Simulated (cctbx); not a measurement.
## Solving a structure by charge flipping

Cell a = 5.1990 Å, b = 5.1990 Å, c = 7.9990 Å, α = 90.00°, β = 90.00°, γ = 120.00°; space group P6_3/mmc (no. 194); content Sn4 Mn6 Al2.

The data are simulated with cctbx, not measured: Cu Kα, λ = 1.54184 Å, to d = 0.83 Å, 95 % of the full sphere, strongest reflection 40000 counts, noise from counting, a 2 % proportional error and a noise floor of 2 counts (s.d.); no absorption.

1 earlier start (other random phases, and plain and normalised amplitudes in turn) led nowhere (symmetry correlation 0.82).

Charge flipping in P1 on plain amplitudes to 0.83 Å, δ = 1.1 σ, 20 % of the reflections treated as weak, 600 cycles:

```text
cycle      R  skewness
    0  0.560     0.24
   50  0.255     3.91
  100  0.249     3.89
  150  0.249     4.03
  200  0.247     4.06
  250  0.261     4.12
  300  0.252     4.09
  350  0.244     4.00
  400  0.241     3.98
  450  0.252     4.02
  500  0.248     4.06
  550  0.230     3.91
origin shift          correlation  skewness
 0.153  0.294  0.165      0.793      1.46
 0.613  0.744  0.337      0.859      4.68
 0.802  0.616  0.284      0.815      4.50
 0.111  0.028  0.340      0.848      0.67
taken: symmetry correlation 0.859, skewness 4.68
peak      x       y       z  mult  height/sigma
Q1    0.3333  0.6667  0.0710    4     13.6
Q2    0.1632  0.3263  0.7500    6      6.6
Q3    0.0000  0.0000  0.0000    2      3.4
Q4    0.2190  0.4381  0.9987   12      1.7
Q5    0.1036  0.5518  0.1667   12      1.2
Q6    0.0354  0.2734  0.1727   24      1.2
Q7    0.3333  0.6667  0.7500    2      1.0
Q8    0.0874  0.4448  0.6448   24      0.9
```

The origin is taken among those within 0.04 of the best correlation, by the skewness of the map.

Run time: 0.81 s on 1 thread of Arm Neoverse N1, on a shared host, peak memory 0.07 GiB.

Q: Assign the peaks.

Heights go roughly as Z and multiplicities must add up to the content. First model: Q1 = Sn1 (4 in the cell, height 13.6), Q2 = Mn1 (6 in the cell, height 6.6) and Q3 = Al1 (2 in the cell, height 3.4). Against the true structure, Q1 is Sn, Q2 is Mn and Q3 is Al; the other peaks are not atoms.

Least squares on F², isotropic:

```text
Rint 0.020, 86 unique reflections to 0.83 A
cycle     R1     wR2    GooF  max shift (A)
   1  0.1888  0.5033  59.049   0.11669
   2  0.0121  0.0332   3.896   0.00007
final R1 0.0121 wR2 0.0332 GooF 3.894  parameters 5  data/parameter 17.2
atom        x        y        z      Ueq    occ   su(xyz)  su(Uiso or U11)
Sn1    0.33333  0.66667  0.07315   0.0033  1.000  0.00006  0.0003
Mn1    0.17612  0.35223  0.75000   0.0079  1.000  0.00019  0.0003
Al1    0.00000  0.00000  0.00000   0.0063  1.000  0.00000  0.0006
difference map: max 0.87 min -1.25 rms 0.15
Q1    0.0821  0.3538  0.7500   12    0.87  0.49 A from Mn1
Q2    0.0000  0.0000  0.2500    2    0.58  1.59 A from Mn1
Q3    0.1200  0.2400  0.7500    6    0.44  0.51 A from Mn1
Q4    0.0261  0.5131  0.2028   12    0.27  1.57 A from Mn1
Q5    0.1402  0.3982  0.6082   24    0.27  1.19 A from Mn1
```

Anisotropic refinement:

```text
Rint 0.020, 86 unique reflections to 0.83 A
cycle     R1     wR2    GooF  max shift (A)
   1  0.0121  0.0332   3.995   0.00029
   2  0.0031  0.0083   1.001   0.00000
final R1 0.0031 wR2 0.0083 GooF 1.001  parameters 9  data/parameter 9.6
atom        x        y        z      Ueq    occ   su(xyz)  su(Uiso or U11)
Sn1    0.33333  0.66667  0.07319   0.0032  1.000  0.00001  0.0001
Mn1    0.17612  0.35224  0.75000   0.0076  1.000  0.00005  0.0001
Al1    0.00000  0.00000  0.00000   0.0061  1.000  0.00000  0.0002
difference map: max 0.38 min -0.13 rms 0.04
Q1    0.0000  0.0000  0.2500    2    0.38  1.59 A from Mn1
Q2    0.0595  0.5297  0.2500    6    0.13  1.62 A from Mn1
Q3    0.0907  0.1814  0.5614   12    0.11  0.95 A from Al1
Q4    0.2719  0.5438  0.2500    6    0.11  1.52 A from Sn1
Q5    0.0769  0.3437  0.5632   24    0.09  1.57 A from Mn1
Q6    0.0000  0.0000  0.0000    2    0.09  0.00 A from Al1
```

**Reading.** The refinement ends at R1 = 0.0031, wR2 = 0.0083, GooF = 1.00, with difference density between -0.13 and 0.38 e/Å³. Every site matches the true model in element, within 0.001 Å r.m.s., up to an allowed shift of origin.

True model:

```csv
atom,mult.,x,y,z,Ueq (Å²)
Sn1,4,2/3,1/3,0.5732,0.0031
Mn1,6,0.8239,0.1761,1/4,0.0076
Al1,2,0,0,1/2,0.0061
```

The model was made for the exercise: a known structure type with other elements put in, its volume estimated, not relaxed; displacement parameters are assumed.

[Middle refinement cycles are left out of these outputs.]

[Logs are printed without paths, hosts, clocks, repeated set-up lines and the standing remarks that a program may print on its own settings, such as how far it seeks lower states.]
